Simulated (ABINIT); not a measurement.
## WSe2 (P6_3/mmc): G0W0 with ABINIT, start to end

Wanted: ground state, empty states, screening and self-energy for WSe2 (P6_3/mmc).

Program: ABINIT 10.8.3. Level of theory: PBE and many-body steps on it, plane waves. Results are calculated unless marked as measured.

Most raw output is cut from this account.

The database entry behind the starting cell differs from later determinations by our own check (a about 0.2 % long), so it need not match the best structure at ambient conditions.

## 1. The structure

Symmetry: P6_3/mmc, No. 194, hexagonal system. The conventional cell has a = 3.290 Å, b = 3.290 Å, c = 12.970 Å, α = 90.00°, β = 90.00°, γ = 120.00°. W has 6 Se at 2.53 Å nearest. Se has 3 W at 2.53 Å nearest. Farther neighbours and most contacts between anions are not listed.

The cell and positions come from the Crystallography Open Database and are kept as given unless a step says otherwise. Spin-orbit coupling is left out unless a step names it.

## 2. Ground state

This step: ABINIT 10.8.3; DFT, PBE, plane waves, norm-conserving pseudopotentials.

The ground-state density comes first.

File run.abi:

```
acell 3*1.0 Angstrom
rprim 
  3.290000000028 -0.000000000007 0.000000000000
  -1.645000000008 2.849223578479 0.000000000000
  0.000000000000 0.000000000000 12.970000000000
ntypat 2
znucl 74 34
natom 6
typat 1 1 2 2 2 2
xred 
  0.333333333333 0.666666666667 0.250000000000
  0.666666666667 0.333333333333 0.750000000000
  0.333333333333 0.666666666667 0.621000000000
  0.666666666667 0.333333333333 0.121000000000
  0.333333333333 0.666666666667 0.879000000000
  0.666666666667 0.333333333333 0.379000000000
pp_dirpath "pseudos"
pseudos "W.upf, Se.upf"
ecut 58
ngkpt 6 6 2
nshiftk 1
shiftk 0 0 0
kptopt 1
chksymbreak 0
nband 69
occopt 1
tolvrs 1e-08
nstep 60
prtwf 0
optforces 0
optstress 0
indata_prefix "in"
outdata_prefix "out"
tmpdata_prefix "tmp"
```

Launch:

```
> OMP_NUM_THREADS=1 mpirun -n 4 abinit run.abi > log
```

The job ended after 5.3 min (4 MPI ranks of Arm Neoverse V1, shared host; peak memory 0.91 GiB; 21 min of CPU time).

This step gave:

| Property | Result |
| --- | --- |
| total energy | -40949.7471 eV |
| gap | 0.9782 eV |
| k of the valence top | 0, 0, 0 |
| k of the conduction bottom | 0.1667, 0.1667, 0 |
| least direct gap | 1.524 eV |

The gap is indirect, with the least direct gap 0.55 eV higher.

## 3. Empty states on the mesh, 3×3×1 mesh, 190 bands

The sums over transitions need many empty states on a uniform mesh; this step solves for them.

Edit run.abi of step 2 so:

```diff
@@ -19,3 +19,3 @@
 ecut 58
-ngkpt 6 6 2
+ngkpt 3 3 1
 nshiftk 1
@@ -24,9 +24,10 @@
 chksymbreak 0
-nband 69
-occopt 1
-tolvrs 1e-08
+iscf -2
+irdden 1
+istwfk *1
+nband 190
+nbdbuf 16
+tolwfr 1e-09
 nstep 60
-prtwf 0
-optforces 0
-optstress 0
+prtvol 0
 indata_prefix "in"
```

Launch:

```
> OMP_NUM_THREADS=1 mpirun -n 3 abinit run.abi > log
```

Run time: 3.2 min. Hardware: 3 MPI ranks; peak memory 0.5 GiB.

This step gave:

| Item | Value |
| --- | --- |
| gap | 1.330 eV |
| k of the valence top | 0, 0, 0 |
| k of the conduction bottom | 0.3333, 0.3333, 0 |
| least direct gap | 1.524 eV |
| k points computed | 3 |
| lowest point of the top converged band, above the valence top | 43.62 eV |

On this mesh the gap is 1.330 eV. The earlier step found 0.978 eV, so this mesh misses an edge.

## 4. Screening, 3×3×1 mesh, 174 bands, screening to 106.1 eV

The RPA dielectric matrix is built and inverted for each q.

This step: RPA screening on PBE, plane waves, norm-conserving pseudopotentials.

Edit run.abi of step 3 so:

```diff
@@ -24,10 +24,11 @@
 chksymbreak 0
-iscf -2
-irdden 1
 istwfk *1
-nband 190
-nbdbuf 16
-tolwfr 1e-09
-nstep 60
-prtvol 0
+occopt 1
+irdwfk 1
+optdriver 3
+nband 174
+ecuteps 3.9
+inclvkb 2
+awtr 1
+symchi 1
 indata_prefix "in"
```

Launch:

```
> OMP_NUM_THREADS=1 mpirun -n 4 abinit run.abi > log
```

It took 2.2 min on 4 MPI ranks; peak memory 2.5 GiB; 8.8 min of CPU time.

This step gave:

* ε∞ with local fields, on this mesh, along the program's q direction: 18.87
* the same without local fields: 21.01
* plasma frequency: 37.50 eV
* plane waves in the screening matrix: 291

Local fields lower ε∞ by 10 %. On a Γ-centred mesh this coarse the value itself is usually too large, while a short band sum pulls it down.

## 5. Self-energy, 3×3×1 mesh, 174 bands, screening to 106.1 eV

The self-energy is evaluated for the states that the input lists, and the levels follow from it, in one-shot runs by the linearised quasiparticle equation.

This step: G0W0 on PBE, plane waves, norm-conserving pseudopotentials.

Edit run.abi of step 4 so:

```diff
@@ -27,8 +27,17 @@
 irdwfk 1
-optdriver 3
+optdriver 4
 nband 174
+gwcalctyp 0
+ecutsigx 58
+symsigma 1
+nkptgw 2
+kptgw 
+  0.0000000000 0.0000000000 0.0000000000
+  0.3333333333 0.3333333333 0.0000000000
+bdgw 
+  61 64
+  61 64
 ecuteps 3.9
-inclvkb 2
-awtr 1
-symchi 1
+irdscr 1
+ppmodel 1
 indata_prefix "in"
```

Wall time 16 s (4 MPI ranks); peak memory 1.9 GiB.

This step gave:

```yaml
g0w0_gap_on_the_points_computed: 1.901 eV
starting_gap_on_the_mesh: 1.330 eV
k_of_the_valence_top: 0, 0, 0
k_of_the_conduction_bottom: 0.3333, 0.3333, 0
z_at_the_valence_top: 0.796
z_at_the_conduction_bottom: 0.792
least_direct_g0w0_gap_on_the_computed_points: 2.141 eV
```

The gap on the mesh goes from 1.33 eV to 1.90 eV, a correction of +0.57 eV. The start differs from the 0.98 eV found before because the two sample other k points.

Limits: finite bands, cutoff and mesh; no spin-orbit coupling; coarse k mesh. v1 is the top filled band, c1 the lowest empty one. The levels before and after the correction (eV, zero at the valence-band top of each column):

|  | conduction bottom | valence top |
| --- | --- | --- |
| Kohn-Sham | 1.33 | 0.00 |
| G0W0 | 1.90 | 0.00 |

|  | level | energy (eV) |
| --- | --- | --- |
| Kohn-Sham | Γ v2 | -1.070 |
| Kohn-Sham | Γ v1 | 0.000 |
| Kohn-Sham | Γ c1-c2 | 2.641 |
| Kohn-Sham | (0.333 0.333 0) v2 | -0.440 |
| Kohn-Sham | (0.333 0.333 0) v1 | -0.194 |
| Kohn-Sham | (0.333 0.333 0) c1-c2 | 1.330 |
| G0W0 | Γ v2 | -1.548 |
| G0W0 | Γ v1 | 0.000 |
| G0W0 | Γ c1-c2 | 3.118 |
| G0W0 | (0.333 0.333 0) v2 | -0.563 |
| G0W0 | (0.333 0.333 0) v1 | -0.240 |
| G0W0 | (0.333 0.333 0) c1-c2 | 1.901 |

## 6. Where the time went

Times are wall times on the hardware named with each run, good to a factor of about two.

| step | time | share | memory (GiB) |
| --- | --- | --- | --- |
| ground state | 5.3 min | 48 % | 0.91 |
| empty states on the mesh | 3.2 min | 29 % | 0.5 |
| screening | 2.2 min | 20 % | 2.5 |
| self-energy | 16 s | 2 % | 1.9 |

## 7. What came out

| Item | Value |
| --- | --- |
| PBE gap | 0.98 eV, indirect |
| G0W0 gap on the mesh | 1.90 eV |
| G0W0 gap over the zone (rigid shift) | 1.55 eV |
| GW settings | 3×3×1 mesh, 174 bands, screening to 106.1 eV, Godby-Needs plasmon pole |
| known limits | not at the basis limit; no spin-orbit coupling; coarse k mesh |

In words: G0W0 moves the gap on the mesh from 1.33 eV to 1.90 eV (+0.57 eV), with Z of 0.80 and 0.79 at the edges. The mesh misses the band edges by 0.35 eV in all; a rigid shift gives 1.55 eV for the zone. Local fields lower the RPA ε∞ on this mesh from 21.01 to 18.87; a Γ-centred mesh this coarse tends to raise both, most where the direct gap is narrow, while a short band sum lowers them. Only 2 of the mesh's irreducible points were corrected, so a valley elsewhere could overtake. The dearest step here is «ground state». Bands and cutoff are finite, so the gap is not at the basis limit. The miss can reach some tenths of an eV and take either sign; the mesh is an error of its own. In the G0W0 run levels were corrected at 2 k points alone, so a gap called «on the mesh» is the least over those, and an edge elsewhere would be missed. A denser mesh or path gives a starting gap of 0.98 eV: the GW mesh misses a band edge, so its gaps are not the fundamental one. The 3×3×1 mesh is coarse for this cell, which bears on the long-range parts of exchange and screening. The many-body steps are scalar-relativistic: spin-orbit coupling is not in them.

[Paths, hosts, dates, memory and timing lines, banners, echoed tables and standing remarks are left out of the program output.]

[Logs are printed without paths, hosts, clocks, repeated set-up lines and the standing remarks that a program may print on its own settings, such as how far it seeks lower states.]

[Runs of the session that timed out or met a known fault of the program may be left out.]

[Hosts, paths, dates, database ids (printed as entryN), source tags and the programs' standing remarks are cut or masked in the printed files.]

[G0W0 gaps are taken among the corrected bands and points alone; a level outside them can change the order at an edge.]

[Where Ansatz stands beside ABINIT at settings called matched, ABINIT's density can come from a denser mesh and the files from another edition; pairs whose starting gaps differed by over 0.03 eV were left out, so agreement reads better than it is.]
